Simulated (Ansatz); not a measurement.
# CsYbF3 (Pm-3m): phonons and vibrational spectra, part 2 of 3

How does CsYbF3 (Pm-3m) vibrate, and is this structure a minimum?

Ansatz 0.2.0; DFT PBEsol+U, scalar-relativistic, plane waves, PAW.

So far: The starting structure; Relaxation. The relaxed cell has a = 4.581 Å (conventional setting).

## (3) Tight relaxation

Phonons need a cell at rest on their own settings, so the relaxation is repeated with tight tolerances on forces and stress on the k mesh and occupations of the first response run.

The input, input.yaml:

```yaml
crystal:
  lattice:
    - [4.5814268452, 0.0, 0.0]
    - [0.0, 4.5814268452, 0.0]
    - [0.0, 0.0, 4.5814268452]
  atoms:
    - { symbol: Cs, position: [0.0, 0.0, 0.0] }
    - { symbol: Yb, position: [0.5, 0.5, 0.5] }
    - { symbol: F, position: [0.0, 0.5, 0.5] }
    - { symbol: F, position: [0.5, 0.5, 0.0] }
    - { symbol: F, position: [0.5, 0.0, 0.5] }
kpoints:
  mp_grid: { grid: [8, 8, 8] }
hamiltonian:
  xc: pbesol
  hubbard: { sites: [{ species: Yb, l: f, u_eff: 6.0 }] }
scf:
  occupations: { method: fixed }
output:
  forces: true
  stress: true
  eigenvalues: true
  write_density: true
  write_potential: true
  elf: true
  volumetric_format: npy
relax:
  adjacent_minimum: "off"
  f_tol: 0.001
  max_steps: 60
  cell: { stress_tol: 0.01 }
```

Run with:

```sh
> ansatz run input.yaml --threads 4 --pin off --max-ram 14336MiB --backend cpu --events-out ev --progress --plain --runs-dir out
```

Numbers of over 12 decimals in the logs are rounded to 6 here.

The log of the run:

```text
[...]
Crystal: 5 atoms, lattice volume = 96.162 Å³
Basis set: ecut = 420 eV, 1863 PW (Γ), exchange–correlation on 64×64×64 points (8 copies of the dense FFT grid, shifted against one another)
Bands: 33, of which v1, the nominal top of the filled ones, is band 27 counted from 1 (26 counted from 0)
Symmetry: 48 space group operations
[...]
k-points: 35 of 512
[...]
Occupation matrices written to <dir>
--- Relaxed structure (2 steps of the walk, 2 accepted, 1 SCFs on fresh bases) ---
[...]
cell:  # Å, volume = 96.2269 Å³
    - [4.582462, 0, 0.0]
    - [0, 4.582462, 0.0]
    - [0.0, 0.0, 4.582462]
  atoms:
    - { symbol: Cs, position: [0, 0, 0] }
    - { symbol: Yb, position: [0.5, 0.5, 0.5] }
    - { symbol: F, position: [0, 0.5, 0.5] }
    - { symbol: F, position: [0.5, 0.5, 0] }
    - { symbol: F, position: [0.5, 0, 0.5] }
[key lines of the parts left out:]
SCF converged after 7 iterations
Free energy (F): -21671.672402 eV
Fermi energy:    8.555512 eV
P = ⅓ Tr σ = 0.0001 GPa (0.001 kbar)
```

Wall time 8.4 s (4 threads of Arm Neoverse V1, shared host); peak memory 0.57 GiB; 32 s of CPU time.

Little changed from the start: no atom moved by 0.005 Å and no cell edge by 0.1 %.

Numbers from this step:

```
pressure           : 6.97e-5 GPa
gap on the k-mesh  : 1.736 eV
volume per atom    : 19.25 Å³
direct gap on mesh : 1.736 eV
```

Electrostatic potential energy in the ac plane at fractional y = 0.500, with atoms of Yb and F within 0.2 Å of it. With pseudopotentials it is smooth inside the atoms' cores, unlike the true potential.

Ten even steps from '0' (-41 eV) to '9' (12 eV), each cell a mean:
```
99999621389999
99999965799999
99999999999999
99999877789999
79998533468998
24886200147973
02785100037951
13886200037962
57997421258996
99998765689999
99999988899999
99999987899999
99999732499999
99999510279999
```
Columns run along a (4.6 Å; values clipped at the 3rd and 97th percentile), rows up along c (4.6 Å). Atoms in or near the plane, at fractional coordinates: Yb at (0.50, 0.50), F at (0.00, 0.50), F at (0.50, 0.00).

ELF in the ac plane at fractional y = 0.500, with atoms of Yb and F within 0.2 Å of it. It is the smooth field of the valence electrons, not physical close to the nuclei.

Values, 14 rows by 14 columns, each cell a mean:
```
0.01 0.01 0.02 0.21 0.57 0.79 0.75 0.69 0.79 0.73 0.44 0.09 0.01 0.01
0.02 0.01 0.02 0.10 0.37 0.64 0.75 0.76 0.73 0.55 0.26 0.04 0.01 0.01
0.11 0.07 0.03 0.03 0.09 0.21 0.30 0.32 0.27 0.16 0.06 0.02 0.04 0.09
0.49 0.39 0.17 0.03 0.05 0.12 0.21 0.24 0.18 0.09 0.03 0.06 0.26 0.44
0.76 0.69 0.41 0.07 0.16 0.44 0.63 0.66 0.57 0.32 0.09 0.16 0.55 0.73
0.76 0.79 0.61 0.12 0.32 0.69 0.79 0.79 0.78 0.57 0.18 0.27 0.73 0.79
0.55 0.75 0.68 0.15 0.40 0.77 0.75 0.69 0.79 0.66 0.24 0.32 0.76 0.69
0.67 0.78 0.65 0.14 0.37 0.74 0.78 0.75 0.79 0.63 0.21 0.30 0.75 0.75
0.80 0.76 0.50 0.09 0.22 0.57 0.74 0.77 0.69 0.44 0.12 0.21 0.64 0.79
0.61 0.51 0.25 0.04 0.08 0.22 0.37 0.40 0.32 0.16 0.05 0.09 0.37 0.57
0.24 0.17 0.06 0.02 0.04 0.09 0.14 0.15 0.12 0.07 0.03 0.03 0.10 0.21
0.03 0.02 0.02 0.06 0.25 0.50 0.65 0.68 0.61 0.41 0.17 0.03 0.02 0.02
0.01 0.01 0.02 0.17 0.51 0.76 0.78 0.75 0.79 0.69 0.39 0.07 0.01 0.01
0.00 0.01 0.03 0.24 0.61 0.80 0.67 0.55 0.76 0.76 0.49 0.11 0.02 0.01
```
Columns run along a (4.6 Å), rows up along c (4.6 Å). Atoms in or near the plane, at fractional coordinates: Yb at (0.50, 0.50), F at (0.00, 0.50), F at (0.50, 0.00).

Valence density in the ac plane at fractional y = 0.500, with atoms of Yb and F within 0.2 Å of it. It is the smooth field of the valence electrons, not physical close to the nuclei.

Values in e/Å³, 14 rows by 14 columns, each cell a mean:
```
 0  0  0  0  0  2  6  8  4  1  0  0  0  0
 0  0  0  0  0  1  2  2  1  0  0  0  0  0
 0  0  0  0  0  0  0  1  0  0  0  0  0  0
 0  0  0  0  0  0  1  1  0  0  0  0  0  0
 1  1  0  0  0  1  3  4  2  1  0  0  0  1
 6  3  1  0  1  4 13 17  8  2  0  0  1  4
11  6  1  0  1  7 25 33 17  4  1  1  2  8
 9  4  1  0  1  5 19 25 13  3  1  0  2  6
 2  1  0  0  0  2  5  7  4  1  0  0  1  2
 0  0  0  0  0  0  1  1  1  0  0  0  0  0
 0  0  0  0  0  0  0  0  0  0  0  0  0  0
 0  0  0  0  0  0  1  1  1  0  0  0  0  0
 0  0  0  0  0  1  4  6  3  1  0  0  0  0
 0  0  0  0  0  2  9 11  6  1  0  0  0  0
```
Columns run along a (4.6 Å), rows up along c (4.6 Å). Atoms in or near the plane, at fractional coordinates: Yb at (0.50, 0.50), F at (0.00, 0.50), F at (0.50, 0.00).

The forces vanish by symmetry and the pressure is 0.000 GPa, within the tolerances set. The cell now holds 19.25 Å³/atom.

## (4) Zone-centre response

The zone centre comes first: it holds the modes that light can see, as far as symmetry allows. The response to a homogeneous field gives the Born charges and the dielectric tensor.

The input, input.yaml:

```yaml
crystal:
  lattice:
    - [4.5824617149, 0.0, 0.0]
    - [0.0, 4.5824617149, 0.0]
    - [0.0, 0.0, 4.5824617149]
  atoms:
    - { symbol: Cs, position: [0.0, 0.0, 0.0] }
    - { symbol: Yb, position: [0.5, 0.5, 0.5] }
    - { symbol: F, position: [0.0, 0.5, 0.5] }
    - { symbol: F, position: [0.5, 0.5, 0.0] }
    - { symbol: F, position: [0.5, 0.0, 0.5] }
kpoints:
  mp_grid: { grid: [8, 8, 8] }
hamiltonian:
  xc: pbesol
  hubbard: { sites: [{ species: Yb, l: f, u_eff: 6.0 }] }
scf:
  occupations: { method: fixed }
  convergence: { dr2_threshold: 1.0e-10 }
output:
  eigenvalues: true
phonons:
  method: dfpt
  dielectric: true
  rigid_motions: translations
```

The log of the run:

```text
[...]
Crystal: 5 atoms, lattice volume = 96.227 Å³
Basis set: ecut = 420 eV, 1863 PW (Γ), exchange–correlation on 64×64×64 points (8 copies of the dense FFT grid, shifted against one another)
Bands: 33, of which v1, the nominal top of the filled ones, is band 27 counted from 1 (26 counted from 0)
Symmetry: 48 space group operations
k-points: 170 of 512 (irreducible under 2 space group operations, time reversal used)
[...]
SCF iter   1: F=—  HF=-21673.978537 eV  |F-HF|=—  |Δ(HF+E_count)|=         —  Δρ=9.48e-2  dr2=7.63e0  ethr=3.10e-3  ⟨swp⟩=5.3  Hψ=21729  notcnv=0  defer=588
[...]
SCF iter  13: F=-21671.672402 eV  HF=-21671.672402 eV  |F-HF|=3.64e-12  |Δ(HF+E_count)|=  3.27e-11  Δρ=1.17e-7  dr2=8.03e-12  ethr=1.00e-12  ⟨swp⟩=7.2  Hψ=31161  notcnv=0
SCF 1 converged in 13 iterations: F = -21671.672402 eV  dr2 = 8.03e-12
[...]
NSCF: frozen V_eff on 35 k-points
[...]
DFPT response loops at q = (0, 0, 0) (fractional): preconditioner auto → Resta (q_TF=auto, 2.478 Å⁻¹)  ε∞=5.9 (no band partly filled); β = 1.00, the filter's whole step (`scf.mixing.beta` (0.50) is not read by the response loops at its default; to damp them type it under 1.00, their step now; it binds the ground state too); Anderson in place of MSR1; while a model of the screening serves, it and β = 1 on shorter waves in the place of filter and β
DFPT response loops at Γ: preconditioner auto → Resta (q_TF=auto, 2.478 Å⁻¹)  ε∞=5.9 (no band partly filled); β = 1.00, the filter's whole step (`scf.mixing.beta` (0.50) is not read by the response loops at its default; to damp them type it under 1.00, their step now; it binds the ground state too); Broyden in place of MSR1
── the response to a field inside a basis, on 8×8×8 k-points: an SCF that follows is theirs, and a resumed run solves both again ──
Bands: 28, of which v1, the nominal top of the filled ones, is band 27 counted from 1 (26 counted from 0)
k-points: 20 of 512
[...]
Eigensolver: Dense (20 Hₖ)
SCF iter   1: F=—  HF=-21671.645541 eV  |F-HF|=—  |Δ(HF+E_count)|=         —  Δρ=4.43e-4  dr2=4.56e-5  ethr=1.00e-1
[...]
SCF iter   8: F=-21671.645531 eV  HF=-21671.645531 eV  |F-HF|=1.82e-11  |Δ(HF+E_count)|=  2.44e-10  Δρ=1.85e-7  dr2=7.57e-11  ethr=1.00e-12
SCF 1 converged in 8 iterations: F = -21671.645531 eV  dr2 = 7.57e-11
[...]
SCF converged after 13 iterations
Free energy (F): -21671.672402 eV
[...]
Internal energy: -21671.672402 eV  (E = F + TS)
E sigma→0 (E₀):  -21671.672402 eV
Fermi energy:    8.555514 eV
[...]
--- Band table (eV; the first three rows and the last of 170) ---
  k-point 0: bands = [... 23 lower, 8.4002, 8.5555, 8.5555, 8.5555, 10.2917, 11.7905, 11.7905, 12.6946, ... 2 higher]
  k-point 1: bands = [... 23 lower, 8.3995, 8.5289, 8.5481, 8.5481, 10.5430, 11.9081, 11.9949, 12.7765, ... 2 higher]
  k-point 2: bands = [... 23 lower, 8.3981, 8.4784, 8.5344, 8.5344, 11.1626, 12.2136, 12.5479, 13.0104, ... 2 higher]
  k-point 169: bands = [... 23 lower, 8.3010, 8.3553, 8.3553, 8.3553, 12.6060, 12.6060, 12.6060, 14.9385, ... 2 higher]
Occupation matrices written to <dir>
--- Phonons (Γ-DFPT): 4 representative perturbations + reference (Σ response iterations 28) ---
  k mesh reduced under 2 symmetry operations, with k and −k counted as one. Each operation leaves every solved perturbation unchanged. A smaller set is not considered because the run has a Hubbard term
  ASR residual: 8.474e-4 → 0.000e0 eV/Å²; symmetrization residual: 3.709e-8 eV/Å²
  ASR residual per site (eV/Å²): 2.19e-6 7.94e-4 8.47e-4 8.47e-4 8.47e-4
  Γ frequencies (cm⁻¹): 0.00 0.00 0.00 58.05 58.05 58.05 86.21 86.21 86.21 112.16 112.16 112.16 335.06 335.06 335.06
  ε∞ (high-frequency dielectric tensor):
        2.549088    -0.000000     0.000000
       -0.000000     2.549088     0.000000
        0.000000     0.000000     2.549088
  ε⁰ (static dielectric tensor: ions relaxed, cell fixed):
       14.239515    -0.000000     0.000000
       -0.000000    14.239515     0.000000
        0.000000     0.000000    14.239515
  ε⁰ − ε∞ (ionic part):
       11.690426    -0.000000     0.000000
       -0.000000    11.690426     0.000000
        0.000000     0.000000    11.690426
  softest optical mode at Γ: 58.05 cm⁻¹; the repairs (sum rule, projections) moved no ω² at Γ by more than (3.48 cm⁻¹)²
  Born effective charges Z* (e; rows j = field, columns β = displacement):
    site 0:
         1.36059   -0.00000    0.00000
        -0.00000    1.36059   -0.00000
        -0.00000    0.00000    1.36059
    site 1:
         2.46137   -0.00000    0.00000
         0.00000    2.46137   -0.00000
        -0.00000    0.00000    2.46137
    site 2:
        -1.81311    0.00000    0.00000
         0.00000   -1.00443    0.00000
        -0.00000    0.00000   -1.00443
    site 3:
        -1.00443    0.00000    0.00000
        -0.00000   -1.00443   -0.00000
        -0.00000    0.00000   -1.81311
    site 4:
        -1.00443   -0.00000    0.00000
        -0.00000   -1.81311    0.00000
         0.00000   -0.00000   -1.00443
  Z* charge neutrality: 2.002e-4 e pre-enforcement
  solved inside a basis spanned on kpoints, on 8×8×8 k-points, its susceptibility summed on 12×12×12: ε∞ is read to err by 5.2e-3, Z* by 2.5e-2 e (field_mesh: kpoints solves on kpoints); Z* is corrected for what the basis lacks
  optical modes at Γ without the LO–TO term, one row a degenerate level:
      ω (cm⁻¹)  modes    IR ((D/Å)²/amu)
         58.05      3             2.6143
         86.21      3             0.0000
        112.16      3             8.8892
        335.06      3            11.2105
  optical modes at Γ + LO–TO along q̂ = [1.0000, 0.0000, 0.0000]:
      ω (cm⁻¹)  modes    IR ((D/Å)²/amu)
         58.05      2             1.7428
         70.59      1             0.0343
         86.21      3             0.0000
        112.16      2             5.9261
        185.78      1             1.7233
        335.06      2             7.4737
        393.13      1             5.8138
  optical modes at Γ + LO–TO along q̂ = [0.0000, 1.0000, 0.0000]:
      ω (cm⁻¹)  modes    IR ((D/Å)²/amu)
         58.05      2             1.7428
         70.59      1             0.0343
         86.21      3             0.0000
        112.16      2             5.9261
        185.78      1             1.7233
        335.06      2             7.4737
        393.13      1             5.8138
  optical modes at Γ + LO–TO along q̂ = [0.0000, 0.0000, 1.0000]:
      ω (cm⁻¹)  modes    IR ((D/Å)²/amu)
         58.05      2             1.7428
         70.59      1             0.0343
         86.21      3             0.0000
        112.16      2             5.9261
        185.78      1             1.7233
        335.06      2             7.4737
        393.13      1             5.8138
```

Wall time 2 min (4 threads); peak memory 2.9 GiB.

Reading the cycles: dr2 is the Hartree energy of the density residual (eV), the measure of convergence; HF is the Harris–Foulkes estimate of the energy, which meets the free energy F at convergence.

This step gave:

* sum-rule residual before enforcement: 8.47e-4 eV/Å²
* miss of the charge sum rule: 2.00e-4 e
* estimated error of the dielectric tensor: 0.005235
* estimated error of the Born charges: 0.02492 e
* point group: m-3m
* highest optical mode at the zone centre (no LO-TO term): 335.1 cm⁻¹
* lowest optical zone-centre mode: 58.05 cm⁻¹
* mean high-frequency dielectric constant: 2.549
* largest Born charge (third of the trace): 2.461 e
* mean static dielectric constant: 14.24
* top of the zone-centre spectrum with the field: 393.1 cm⁻¹

Without the LO-TO term. Patterns of degenerate modes are one choice out of their space. Modes at Γ, with each element's share of the kinetic energy:

```
mode  frequency (cm⁻¹)  symmetry  Cs %  Yb %  F %
   1               0.0  acoustic    37    48   16
   2               0.0  acoustic    37    48   16
   3               0.0  acoustic    37    48   16
   4              58.0       T1u    62    22   16
   5              58.0       T1u    62    22   16
   6              58.0       T1u    62    22   16
   7              86.2       T2u     0     0  100
   8              86.2       T2u     0     0  100
   9              86.2       T2u     0     0  100
  10             112.2       T1u     1    25   74
  11             112.2       T1u     1    25   74
  12             112.2       T1u     1    25   74
  13             335.1       T1u     0     6   94
  14             335.1       T1u     0     6   94
  15             335.1       T1u     0     6   94
```

Displacements in mode 5 (58.0 cm⁻¹), the largest set to 1:
```
Cs1  1.00  0.15  0.31
Yb2 -0.52 -0.08 -0.16
F3  -0.55 -0.13 -0.27
F4  -0.87 -0.13 -0.17
F5  -0.87 -0.08 -0.27
```

Displacements in mode 13 (335.1 cm⁻¹), the largest set to 1:
```
Cs1  0.00  0.00  0.00
Yb2 -0.09  0.00  0.00
F3   1.00  0.00  0.00
F4  -0.10  0.00  0.00
F5  -0.10  0.00  0.00
```

Optical modes at the zone centre, without and with the macroscopic field of the longitudinal modes; each column is sorted by frequency, so a row need not hold one and the same mode. Modes with and without the field, by row:

```
rank among optical modes  no field (cm⁻¹)  q along (1, 0, 0) (cm⁻¹)
                       1               58                        58
                       2               58                        58
                       3               58                      70.6
                       4             86.2                      86.2
                       5             86.2                      86.2
                       6             86.2                      86.2
                       7            112.2                     112.2
                       8            112.2                     112.2
                       9            112.2                     185.8
                      10            335.1                     335.1
                      11            335.1                     335.1
                      12            335.1                     393.1
```

Born charge (rows field, columns displacement) (e), principal values of the symmetric part by kind of site:

```
atom  atoms with these values    low  middle   high   mean
 Cs1                        1   1.36    1.36   1.36   1.36
 Yb2                        1   2.46    2.46   2.46   2.46
  F3                        3  -1.81   -1.00  -1.00  -1.27
```

In full for Yb2:

```
2.46 0.00 0.00
0.00 2.46 0.00
0.00 0.00 2.46
```

High-frequency dielectric tensor:

```
2.55 0.00 0.00
0.00 2.55 0.00
0.00 0.00 2.55
```

Static dielectric tensor (ions relaxed, fixed cell):

```
14.24  0.00  0.00
 0.00 14.24  0.00
 0.00  0.00 14.24
```

Transverse modes. Infrared lines, with heights relative to the strongest:

```
position (cm⁻¹)  label  relative intensity
             58    T1u                  23
             86    T2u                 0.0
            112    T1u                  79
            335    T1u                 100
```

Before it was imposed, the acoustic sum rule was missed by 8.5e-4 eV/Å² and the charge sum rule by 2.0e-4 e. Small misses are needed for a sound result but don't prove that mesh and cutoff are converged. The lowest optical mode is real, 58.0 cm⁻¹.

[end of part 2 of 3]

[Logs are printed without paths, hosts, clocks, repeated set-up lines and the standing remarks that a program may print on its own settings, such as how far it seeks lower states.]

[Hosts, paths, dates, database ids (printed as entryN), source tags and the programs' standing remarks are cut or masked in the printed files.]
